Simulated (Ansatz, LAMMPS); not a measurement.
# Electronic structure of liquid 52SiO2-48Li2O (mol %) at 3300 K (69 atoms)

What does DFT give for liquid 52SiO2-48Li2O (mol %) at 3300 K (69 atoms) as built?

Program: Ansatz 0.2.0. Level of theory: Kohn-Sham DFT, PBE, PAW (set soft_2), plane waves. Results are calculated unless marked as measured.

## (1) The starting structure

The cell holds 69 atoms: 12 Si, 22 Li and 35 O. Its edges and angles: a = 9.078 Å, b = 9.078 Å, c = 9.078 Å, α = 90.0°, β = 90.0°, γ = 90.0°. 69 atoms (12 Si, 22 Li, 35 O) placed at random at 2.33 g/cm³, melted at 4000 K for 10 ps at fixed volume with the Morse and Coulomb pair potential with partial charges (Pedone, Malavasi, Menziani, Cormack and Segre, J. Phys. Chem. B 110, 11780 (2006)). Snapshot at the end of a hold of 10 ps at 3300 K and fixed volume.

Limits known from the start: The network of bonds at the start is that of the classical potential that made the cell, and needn't be the one that DFT or experiment would give. Sampling is at Γ alone, for a cell whose shortest periodic width is 9 Å.

## (2) How the cell was made

A classical potential makes the cell, at a small fraction of what the same run would cost in DFT.

This step: classical MD, Morse and Coulomb pair potential with partial charges (Pedone, Malavasi, Menziani, Cormack and Segre, J. Phys. Chem. B 110, 11780 (2006)) (LAMMPS 22 Jul 2025 - Update 4).

in.lmp reads:

```
# melt-quench of Si12Li22O35
units metal
atom_style charge
boundary p p p
region box block 0 9.0778 0 9.0778 0 9.0778
create_box 3 box
mass 1 28.0850   # Si
mass 2 6.9400   # Li
mass 3 15.9990   # O
create_atoms 1 random 12 207309 NULL overlap 1.5 maxtry 2000
create_atoms 2 random 22 207316 NULL overlap 1.5 maxtry 2000
create_atoms 3 random 35 207323 NULL overlap 1.5 maxtry 2000
pair_style hybrid/overlay pedone 5.5 coul/long 8.0
pair_coeff * * coul/long
pair_coeff 1 3 pedone 0.340554 2.006700 2.100000 1   # Si-O
pair_coeff 2 3 pedone 0.001114 3.429506 2.681360 1   # Li-O
pair_coeff 3 3 pedone 0.042395 1.379316 3.618701 22   # O-O
set type 1 charge 2.4
set type 2 charge 0.6
set type 3 charge -1.2
kspace_style pppm 1.0e-4
neigh_modify delay 0 every 1 check yes
thermo_style custom step time temp pe press density
thermo_modify norm yes
timestep 0.002
thermo 100
min_style cg
minimize 1e-4 1e-4 200 2000
reset_timestep 0
velocity all create 4000 207310 mom yes dist gaussian
fix lim all nve/limit 0.05
fix lan all langevin 4000 4000 0.2 207311 zero yes
thermo 500
run 1000 post no
# [... 10 lines left out ...]
compute msd all msd com yes
thermo 1250
fix md all nvt temp 3300 3300 0.2
run 5000 post no
print "== T3300: mean square displacement over the hold $(c_msd[4]:%.2f) A^2"
unfix md
uncompute msd
write_dump all custom T3300.dump id type xs ys zs modify sort id
```

Run with:

```bash
> lmp -in in.lmp -log none -nocite
```

Numbers of over 12 decimals in the logs are rounded to 6 here.

The program printed:

```text
LAMMPS (22 Jul 2025 - Update 4)
Created orthogonal box = (0 0 0) to (9.0778 9.0778 9.0778)
Created 12 atoms
Created 22 atoms
Created 35 atoms
PPPM initialization ...
  G vector (1/distance) = 0.37260805
  grid = 9 9 9
  estimated relative force accuracy = 7.7414214e-05
   Step          Time           Temp          PotEng         Press         Density
         0   0              0             -1.9612051      717420.82      2.3300109
        61   0.122          0             -11.118581      13760.963      2.3300109
Loop time of 0.028682 s on 1 MPI rank(s) for 61 steps with 69 atoms
Minimization stats:
  Stopping criterion = energy tolerance
  Energy initial, next-to-last, final =
     -1.96120507259244  -11.1176832541882  -11.1185811601731
  Force two-norm initial, final = 210.36424 1.5505466
  Iterations, force evaluations = 61 79
   Step          Time           Temp          PotEng         Press         Density
         0   0              4000          -11.118581      63961.783      2.3300109
       500   1              1621.1833     -10.995548      48449.255      2.3300109
      1000   2              1322.3895     -11.004974      64883.477      2.3300109
Loop time of 0.287007 s on 1 MPI rank(s) for 1000 steps with 69 atoms
   Step          Time           Temp          PotEng         Press         Density
      1000   2              1322.3895     -11.004974      64883.477      2.3300109
      1666   3.332          4135.5698     -10.506969      78189.07       2.3300109
      2499   4.998          3860.2957     -10.669905      53775.142      2.3300109
      3332   6.664          3555.8557     -10.60902       92859.042      2.3300109
      4165   8.33           4348.9183     -10.617227      44751.906      2.3300109
      4998   9.996          3300.557      -10.606918      115285.51      2.3300109
      5831   11.662         4162.4457     -10.585615      94127.668      2.3300109
[... 1 line left out ...]
Loop time of 1.57631 s on 1 MPI rank(s) for 5000 steps with 69 atoms
   Step          Time           Temp          PotEng         Press         Density
[... 5 lines left out ...]
Loop time of 1.57146 s on 1 MPI rank(s) for 5000 steps with 69 atoms
   Step          Time           Temp          PotEng         Press         Density
[... 2 lines left out ...]
     12500   25             3027.8066     -10.729361      43552.384      2.3300109
     13750   27.5           2739.7607     -10.730416      80564.735      2.3300109
     15000   30             2914.5341     -10.815166      95823.315      2.3300109
     16000   32             3477.4715     -10.781387      98685.933      2.3300109
Loop time of 1.55081 s on 1 MPI rank(s) for 5000 steps with 69 atoms
== T3300: mean square displacement over the hold 67.06 A^2
```

Elapsed: 5.1 s, on 1 thread of Arm Neoverse V2, shared host; peak memory 0.078 GiB.

## (3) Plane-wave single point

One self-consistent run at the given positions yields energy and forces.

input.yaml reads:

```yaml
crystal:
  lattice:
    - [9.0778, 0.0, 0.0]
    - [0.0, 9.0778, 0.0]
    - [0.0, 0.0, 9.0778]
  atoms:
    - { symbol: Si, position: [0.21685, 0.73213, 0.88789] }
    - { symbol: Si, position: [0.89104, 0.42616, 0.94414] }
    - { symbol: Si, position: [0.2358, 0.41945, 0.81954] }
    - { symbol: Si, position: [0.68856, 0.85336, 0.05577] }
    - { symbol: Si, position: [0.71251, 0.65344, 0.76051] }
    - { symbol: Si, position: [0.5751, 0.86648, 0.41977] }
    - { symbol: Si, position: [0.0931, 0.71556, 0.38744] }
    - { symbol: Si, position: [0.48446, 0.36056, 0.24582] }
    - { symbol: Si, position: [0.96792, 0.87756, 0.6868] }
    - { symbol: Si, position: [0.30262, 0.1518, 0.59823] }
    - { symbol: Si, position: [0.98597, 0.98725, 0.1047] }
    - { symbol: Si, position: [0.60909, 0.36434, 0.54281] }
    - { symbol: Li, position: [0.80802, 0.34542, 0.25306] }
    - { symbol: Li, position: [0.77659, 0.15946, 0.73836] }
    - { symbol: Li, position: [0.73692, 0.20214, 0.04147] }
    - { symbol: Li, position: [0.33281, 0.49846, 0.06735] }
    - { symbol: Li, position: [0.63817, 0.04941, 0.26152] }
    - { symbol: Li, position: [0.10988, 0.01314, 0.86044] }
    - { symbol: Li, position: [0.29412, 0.80017, 0.13536] }
    - { symbol: Li, position: [0.67702, 0.61527, 0.2306] }
    - { symbol: Li, position: [0.84092, 0.5336, 0.44102] }
    - { symbol: Li, position: [0.88983, 0.66916, 0.02764] }
    - { symbol: Li, position: [0.96646, 0.23449, 0.73314] }
    - { symbol: Li, position: [0.53828, 0.90803, 0.72272] }
    - { symbol: Li, position: [0.2787, 0.83674, 0.516] }
    - { symbol: Li, position: [0.06303, 0.5408, 0.26726] }
    - { symbol: Li, position: [0.40135, 0.0137, 0.93116] }
    - { symbol: Li, position: [0.01506, 0.35728, 0.53049] }
    - { symbol: Li, position: [0.25543, 0.51215, 0.54989] }
    - { symbol: Li, position: [0.91329, 0.03559, 0.41751] }
    - { symbol: Li, position: [0.15206, 0.23921, 0.25424] }
    - { symbol: Li, position: [0.32376, 0.07977, 0.2389] }
    - { symbol: Li, position: [0.4442, 0.63159, 0.43402] }
    - { symbol: Li, position: [0.48859, 0.30012, 0.87126] }
    - { symbol: O, position: [0.02592, 0.78162, 0.54735] }
    - { symbol: O, position: [0.91309, 0.03832, 0.65261] }
    - { symbol: O, position: [0.88276, 0.47646, 0.1041] }
    - { symbol: O, position: [0.13656, 0.64574, 0.05304] }
    - { symbol: O, position: [0.05571, 0.41771, 0.84437] }
    - { symbol: O, position: [0.67317, 0.59928, 0.57936] }
    - { symbol: O, position: [0.19986, 0.12543, 0.44872] }
    - { symbol: O, position: [0.42849, 0.9059, 0.30361] }
    - { symbol: O, position: [0.62454, 0.02281, 0.96608] }
    - { symbol: O, position: [0.59929, 0.3991, 0.71062] }
    - { symbol: O, position: [0.91482, 0.13373, 0.14525] }
    - { symbol: O, position: [0.30571, 0.32649, 0.9393] }
    - { symbol: O, position: [0.8485, 0.88433, 0.03485] }
    - { symbol: O, position: [0.83309, 0.25248, 0.89247] }
    - { symbol: O, position: [0.35856, 0.7761, 0.92784] }
    - { symbol: O, position: [0.2503, 0.58793, 0.77118] }
    - { symbol: O, position: [0.55734, 0.42843, 0.38732] }
    - { symbol: O, position: [0.26696, 0.6853, 0.38506] }
    - { symbol: O, position: [0.78515, 0.31072, 0.50763] }
    - { symbol: O, position: [0.60139, 0.24497, 0.18568] }
    - { symbol: O, position: [0.45413, 0.22355, 0.55666] }
    - { symbol: O, position: [0.15256, 0.97835, 0.0576] }
    - { symbol: O, position: [0.06217, 0.5394, 0.44678] }
    - { symbol: O, position: [0.63796, 0.81351, 0.21137] }
    - { symbol: O, position: [0.71989, 0.97144, 0.42422] }
    - { symbol: O, position: [0.63961, 0.75946, 0.92126] }
    - { symbol: O, position: [0.82126, 0.79026, 0.70666] }
    - { symbol: O, position: [0.01347, 0.86096, 0.29411] }
    - { symbol: O, position: [0.20402, 0.26642, 0.70202] }
    - { symbol: O, position: [0.49662, 0.83265, 0.55341] }
    - { symbol: O, position: [0.52631, 0.50483, 0.10622] }
    - { symbol: O, position: [0.81351, 0.5684, 0.85692] }
    - { symbol: O, position: [0.29031, 0.01346, 0.72068] }
    - { symbol: O, position: [0.07263, 0.81552, 0.8173] }
    - { symbol: O, position: [0.32625, 0.33499, 0.27797] }
kpoints:
  mp_grid: { grid: [1, 1, 1] }
hamiltonian:
  xc: pbe
scf:
  occupations: { method: fixed }
output:
  forces: true
  stress: true
  populations: true
  dos:
    method: { smearing: { sigma: 0.08 } }
    de: 0.1
    projected: { site_lists: { Li: [Li], O: [O], Si: [Si] } }
  eigenvalues: true
  write_density: true
  write_potential: true
  volumetric_format: npy
```

Run with:

```bash
> ansatz run input.yaml --threads 8 --pin off --max-ram 15872MiB --backend cpu --events-out ev --progress --plain --runs-dir out
```

The program printed:

```text
Engine: ansatz 0.2.0, aarch64-unknown-linux-gnu
Pseudopotentials: kind: paw
Pseudopotential: Si, paw, valence charge 4, recommended cutoff 420 eV (normal), Si.paw.azcp
Pseudopotential: Li, paw, valence charge 3, recommended cutoff 420 eV (normal), Li.paw.azcp
Pseudopotential: O, paw, valence charge 6, recommended cutoff 420 eV (normal), O.paw.azcp
Functional definition: PBE
  parameter kappa = 0.804
  parameter beta = 0.066725
  exchange = pbe_x(kappa = kappa, mu = beta*pi^2/3)
  correlation = pbe_c(beta = beta)
Crystal: 69 atoms, lattice volume = 748.069 Å³
Basis set: ecut = 420 eV, 14771 PW (Γ), exchange–correlation on 128×128×128 points (8 copies of the dense FFT grid, shifted against one another)
Bands: 231, of which v1, the nominal top of the filled ones, is band 162 counted from 1 (161 counted from 0)
Symmetry: 1 space group operations
Space group: P1 (ITA 1), of the structure as read, at distance tolerance 9.1e-5 Å
k-points: 1
Non-local potential: Si, projectors of the file, l = 0: 2, l = 1: 2, l = 2: 2
Non-local potential: Li, projectors of the file, l = 0: 3, l = 1: 2, l = 2: 1
Non-local potential: O, projectors of the file, l = 0: 2, l = 1: 2, l = 2: 1
PAW form: soft (Blöchl's): semilocal exchange-correlation on the pseudo side does not see the compensation charge
PAW one-centre angular grid: Si, 110 points (default); XC on 64 Gauss nodes
PAW one-centre angular grid: Li, 110 points (default); XC on 64 Gauss nodes
PAW one-centre angular grid: O, 110 points (default); XC on 64 Gauss nodes
Initial density: superposition of atomic densities (neutral atoms: chi_scale 0, normalization atom), corrected by the library's trained network
Initial wavefunctions: pseudopotential atomic-orbital guess
Functional: x = pbe(κ = 0.804, μ = 0.219515), c = pbe(β = 0.066725)
SCF iter   1: F=—  HF=-32038.443415 eV  |F-HF|=—  |Δ(HF+E_count)|=         —  Δρ=4.55e-3  dr2=2.56e-1  ethr=1.77e-3  ⟨swp⟩=5.0  Hψ=865  notcnv=0  defer=65
preconditioner: auto → Resta (q_TF=auto, 2.373 Å⁻¹)  ε∞=3.3  [insulator: Δε(μ)=1.625 eV  Ē_g=14.877 eV  n_scr=170 (ndim 8)  ℏωp=22.7 eV  f_vac=0.060  ε∞_Penn≈3.3]
SCF iter   2: F=—  HF=-32038.392895 eV  |F-HF|=—  |Δ(HF+E_count)|=   5.05e-2  Δρ=2.56e-3  dr2=6.27e-2  ethr=7.89e-5  ⟨swp⟩=2.0  Hψ=385  notcnv=0  defer=67
SCF iter   3: F=—  HF=-32038.382626 eV  |F-HF|=—  |Δ(HF+E_count)|=   1.03e-2  Δρ=1.27e-3  dr2=2.11e-2  ethr=1.93e-5  ⟨swp⟩=3.0  Hψ=289  notcnv=0  defer=67
SCF iter   4: F=—  HF=-32038.378654 eV  |F-HF|=—  |Δ(HF+E_count)|=   3.97e-3  Δρ=5.11e-4  dr2=2.24e-3  ethr=6.50e-6  ⟨swp⟩=3.0  Hψ=300  notcnv=0  defer=67
SCF iter   5: F=—  HF=-32038.378513 eV  |F-HF|=—  |Δ(HF+E_count)|=   1.41e-4  Δρ=2.66e-4  dr2=5.21e-4  ethr=6.90e-7  ⟨swp⟩=2.0  Hψ=298  notcnv=0  defer=67
SCF iter   6: F=—  HF=-32038.378523 eV  |F-HF|=—  |Δ(HF+E_count)|=   1.01e-5  Δρ=8.26e-5  dr2=4.55e-5  ethr=1.61e-7  ⟨swp⟩=2.0  Hψ=305  notcnv=0  defer=62
SCF iter   7: F=—  HF=-32038.379742 eV  |F-HF|=—  |Δ(HF+E_count)|=   1.22e-3  Δρ=4.30e-5  dr2=1.23e-5  ethr=1.41e-8  ⟨swp⟩=2.0  Hψ=393  notcnv=0  defer=62
SCF iter   8: F=—  HF=-32038.379746 eV  |F-HF|=—  |Δ(HF+E_count)|=   3.69e-6  Δρ=1.32e-5  dr2=1.33e-6  ethr=3.80e-9  ⟨swp⟩=2.0  Hψ=278  notcnv=0  defer=62
SCF iter   9: F=—  HF=-32038.379747 eV  |F-HF|=—  |Δ(HF+E_count)|=   9.75e-7  Δρ=7.11e-6  dr2=3.49e-7  ethr=4.12e-10  ⟨swp⟩=2.0  Hψ=306  notcnv=0  defer=62
SCF iter  10: F=-32038.379747 eV  HF=-32038.379747 eV  |F-HF|=2.88e-8  |Δ(HF+E_count)|=   9.53e-8  Δρ=2.27e-6  dr2=4.14e-8  ethr=3.09e-11  ⟨swp⟩=20.0  Hψ=2024  notcnv=0
SCF 1 converged in 10 iterations: F = -32038.379747 eV  dr2 = 4.14e-8
  greatest PAW one-centre occupation: 1.000 electrons in one spin orbital (limit 2), on the Li atom at site 14 (counted from 0), in its partial waves of l = 0
SCF converged after 10 iterations
Free energy (F): -32038.379747 eV
Harris-Foulkes:  -32038.379747 eV  (|F-HF|=2.88e-8)
Internal energy: -32038.379747 eV  (E = F + TS)
E sigma→0 (E₀):  -32038.379747 eV
Fermi energy:    4.586538 eV
--- Per-component energies (eV) ---
  E_band       = -2655.784288
  E_kinetic    = 7275.460988
  E_local      = -18892.650237  (includes V_loc(G=0)·N_el)
  E_nonlocal   = 1256.259047
  E_hartree    = 6756.409189
  E_xc         = -3527.169720
  E_vxc        = -4221.514357  (∫ρ·V_xc dr)
  E_paw        = -12172.274746  (= ΣΔE_a)
  E_vpaw       = -1586.242892  (= ΣTr[D̂ρ^β])
  E_aug_tail   = 0.088023  (compensation charges beyond the density's cutoff)
  E_ewald      = -12734.502291
  E_smearing   = -0.000000  (= −TS)
  E_closure    = 0.000000  (closes the sum)
  Σ components = -32038.379747   (vs F -32038.379747, Δ=0.00e0)
--- Forces (eV/Å), atoms counted from 1 ---
  atom   1  Si   -11.78881796    -6.04815682    -0.10156580
  atom   2  Si     1.38637589    -3.70179063    -6.89010600
  atom   3  Si    -4.91263594    -2.66811548    -1.19613736
  atom   4  Si    -7.53443822     4.95707061    -4.67976606
  atom   5  Si    -2.70042959     4.44156759    -4.37641692
  atom   6  Si     3.09982404     5.33458005    -9.27053691
  atom   7  Si    -1.31197147     5.41236109     4.18544311
  atom   8  Si     5.24630359     2.60072733    -7.17753527
  atom   9  Si    -1.21822850    -2.37906019    -2.37852877
  atom  10  Si    -2.66925060    -2.09248296    -0.40204251
  atom  11  Si    -0.26903111    -4.37952723     2.71791919
  atom  12  Si     1.40836247    -1.79158343     2.12303384
  atom  13  Li    -0.81701272    -1.49692611    -0.29229273
  atom  14  Li    -2.22415422    -0.91751631    -0.48241714
[...]
atom  68  O      0.81696875     0.91347677     0.77168249
  atom  69  O     -6.29024223    -1.12807799    -0.08850602
  max |Σ_I F_I| component: 1.12e-4 eV/Å
--- Stress (GPa, compression-positive) ---
       11.196274       2.102005      -0.815401
        2.102008       6.803679       2.709875
       -0.815396       2.709879       6.898434
  P = ⅓ Tr σ = 8.2995 GPa (82.995 kbar)
--- Band table (eV) ---
  k-point 0: bands = ["-42.3971", "-42.1469", "-42.1343", "-41.9454", [... 215 levels ...], "14.0272", "14.2495", "14.2725", "14.2760", "14.3166", "14.5067", "14.5705", "14.5915", "14.7022", "14.7508", "14.8077", "14.9802"]
--- Löwdin populations: 69 sites ---
  site symbol       q [e]
     0     Si      2.3878
     1     Si      2.3957
     2     Si      2.4460
[...]
68      O      6.9725
  spilling = 0.012776 (of n_electrons = 324.000000)
```

Wall time 4 s (8 threads of Arm Neoverse V2, shared host); peak memory 0.87 GiB.

Read from the output:

```yaml
free_energy: -32038.3797 eV
free_energy_per_atom: -464.3243 eV/atom
scf_cycles: 10
pressure: 8.299 GPa
r_m_s_force_component: 2.738 eV/Å
longest_force: 13.25 eV/Å
fermi_energy: 4.587 eV
spacing_of_highest_filled_and_lowest_empty_level: 1.261 eV
spilling_of_the_projection: 0.01278
```

Neighbours are counted within 2.38 Å (O-Li), 2.16 Å (O-Si).

Length of the force by element and coordination:

| element | coordination | atoms | mean length of the force (eV/Å) | spread | least | most |
| --- | --- | --- | --- | --- | --- | --- |
| Li | all | 22 | 1.59 | 1.17 | 0.363 | 6.16 |
| Li | 1 | 1 | 1.32 | 0 | 1.32 | 1.32 |
| Li | 2 | 5 | 1.38 | 0.803 | 0.363 | 2.45 |
| Li | 3 | 10 | 1.77 | 1.59 | 0.435 | 6.16 |
| Li | 4 | 6 | 1.52 | 0.420 | 0.722 | 2.13 |
| O | all | 35 | 3.69 | 2.68 | 0.409 | 12.5 |
| O | 2 | 5 | 3.67 | 1.69 | 1.01 | 6.32 |
| O | 3 | 19 | 3.93 | 3.03 | 0.459 | 12.5 |
| O | 4 | 9 | 3.45 | 2.51 | 0.409 | 9.18 |
| O | 5 | 2 | 2.4 | 0.537 | 1.86 | 2.94 |
| Si | all | 12 | 7.21 | 3.11 | 3.11 | 13.3 |

Löwdin charges by element and coordination (they lack the spilled electrons, 0.060 e an atom on average):

| element | coordination | atoms | mean charge (e) | spread | least | most |
| --- | --- | --- | --- | --- | --- | --- |
| Li | all | 22 | 0.781 | 0.016 | 0.750 | 0.813 |
| Li | 1 | 1 | 0.795 | 0 | 0.795 | 0.795 |
| Li | 2 | 5 | 0.778 | 0.012 | 0.764 | 0.796 |
| Li | 3 | 10 | 0.785 | 0.0162 | 0.752 | 0.813 |
| Li | 4 | 6 | 0.774 | 0.0162 | 0.750 | 0.798 |
| O | all | 35 | -0.907 | 0.0834 | -1.05 | -0.766 |
| O | 2 | 5 | -0.825 | 0.0344 | -0.881 | -0.778 |
| O | 3 | 19 | -0.888 | 0.0772 | -1.02 | -0.766 |
| O | 4 | 9 | -0.967 | 0.0498 | -1.03 | -0.841 |
| O | 5 | 2 | -1.02 | 0.0305 | -1.05 | -0.992 |
| Si | all | 12 | 1.56 | 0.0777 | 1.37 | 1.66 |

States in the cell by windows of 1 eV, zero at the Fermi level; the larger projections on atomic orbitals stand beside the total:

| from (eV) | to (eV) | total | O p | Si p | Li s | O s |
| --- | --- | --- | --- | --- | --- | --- |
| -18 | -17 | 10.1 | 0.2 | 1.2 | 0.3 | 8.1 |
| -17 | -16 | 8.0 | 0.1 | 0.8 | 0.2 | 6.7 |
| -16 | -15 | 4.0 | 0.1 | 0.4 | 0.1 | 3.4 |
| -15 | -11 | 0.0 | 0.0 | 0.0 | 0.0 | 0.0 |
| -11 | -10 | 3.2 | 2.1 | 0.2 | 0.0 | 0.2 |
| -10 | -9 | 6.7 | 4.6 | 0.6 | 0.0 | 0.4 |
| -9 | -8 | 3.1 | 2.1 | 0.3 | 0.0 | 0.2 |
| -8 | -7 | 9.0 | 6.4 | 1.2 | 0.1 | 0.5 |
| -7 | -6 | 18.8 | 14.4 | 2.5 | 0.4 | 0.8 |
| -6 | -5 | 23.7 | 19.0 | 2.1 | 0.6 | 1.1 |
| -5 | -4 | 32.4 | 27.7 | 2.1 | 0.8 | 0.9 |
| -4 | -3 | 35.1 | 31.5 | 1.4 | 0.7 | 0.6 |
| -3 | -2 | 32.1 | 29.7 | 0.7 | 0.5 | 0.3 |
| -2 | -1 | 28.5 | 26.8 | 0.5 | 0.3 | 0.2 |
| -1 | 0 | 15.5 | 14.6 | 0.2 | 0.2 | 0.1 |
| 0 | 1 | 2.1 | 1.9 | 0.0 | 0.0 | 0.0 |
| 1 | 2 | 2.0 | 0.4 | 0.2 | 0.7 | 0.3 |
| 2 | 3 | 6.0 | 1.1 | 0.9 | 2.0 | 0.5 |
| 3 | 4 | 6.0 | 1.1 | 1.3 | 1.4 | 0.4 |
| 4 | 5 | 11.7 | 1.4 | 1.9 | 3.9 | 0.8 |

The curve was stored every 0.10 eV, coarse against its broadening of 0.08 eV, so these counts are rough.

With fixed occupations the program's Fermi level is the highest filled level; weight inside the gap is the broadening of levels at its edges.

Between -26 and -18 eV lie 48 more states.

The stored curve holds about 280 of the 324 electrons; the rest, give or take the few that broadening carries across the Fermi level, lie in deeper levels below its range.

The levels nearest the highest filled one (over half full), pooled over k-points and spins:

| level less the highest filled one (eV) | occupation |
| --- | --- |
| -0.676 | 2 |
| -0.588 | 2 |
| -0.191 | 2 |
| -0.125 | 2 |
| -0.072 | 2 |
| 0 | 2 |
| 1.26 | 0 |
| 2.13 | 0 |
| 2.71 | 0 |
| 2.71 | 0 |
| 3.33 | 0 |
| 3.55 | 0 |

Electrostatic potential energy in the ab plane at fractional z = 0.434, with atoms of Si and Li and O within 0.2 Å of it. With pseudopotentials it is smooth inside the atoms' cores, unlike the true potential.

Values in eV, 13 rows by 16 columns, each cell a mean:
```
  8   9   9   9   8   9  10   6  -8 -17 -16 -34 -18   7   1   3
  8   7   6   5   3   6   8   1 -32 -38 -24  -1   7  10   9   9
 -1 -13  -7   2   2   5   7   3 -15 -26 -10   5   9  10   9   7
-16 -37 -26  -8 -18   0   2  -2   1   2   5   8   8   8   7   4
 -6 -20  -9  -3 -14  -1 -15 -28  -5   6   8   7   5   2   4   4
-26 -33  -2   6   5   4  -4 -10   2   7   8   6  -5 -23 -11   3
-15 -21   2   6   5   5   5   5  -3  -5   5   5  -3 -19  -8   4
  4   5   7   7   7   8   8   6 -19 -26  -1   5   6   5   4   4
  2   4   7   8   9   9   9   8   3  -2   0   5   0   5   7   4
  5   7   8   9  10  10  10   9   7   5   6   8   6   8   8   6
  7   9  -3 -17   2   9  10  10  10   9   9  10  10   9   7   6
  6   9 -15 -33  -6   9   9  10  10  10  10  10   9   5  -6  -3
  5  10   9   5   9  10  10   9   8   7   3 -17  -6   0 -23 -16
```
Columns run along a (9.1 Å; values clipped at the 3rd and 97th percentile), rows up along b (9.1 Å). Atoms in or near the plane, at fractional coordinates: Si at (0.58, 0.87), Li at (0.84, 0.53), Li at (0.91, 0.04), Li at (0.44, 0.63), O at (0.20, 0.13), O at (0.06, 0.54), O at (0.72, 0.97).

[end of part 1 of 2]

[Logs are printed without paths, hosts, clocks, repeated set-up lines and the standing remarks that a program may print on its own settings, such as how far it seeks lower states.]

[Hosts, paths, dates, database ids (printed as entryN), source tags and the programs' standing remarks are cut or masked in the printed files.]
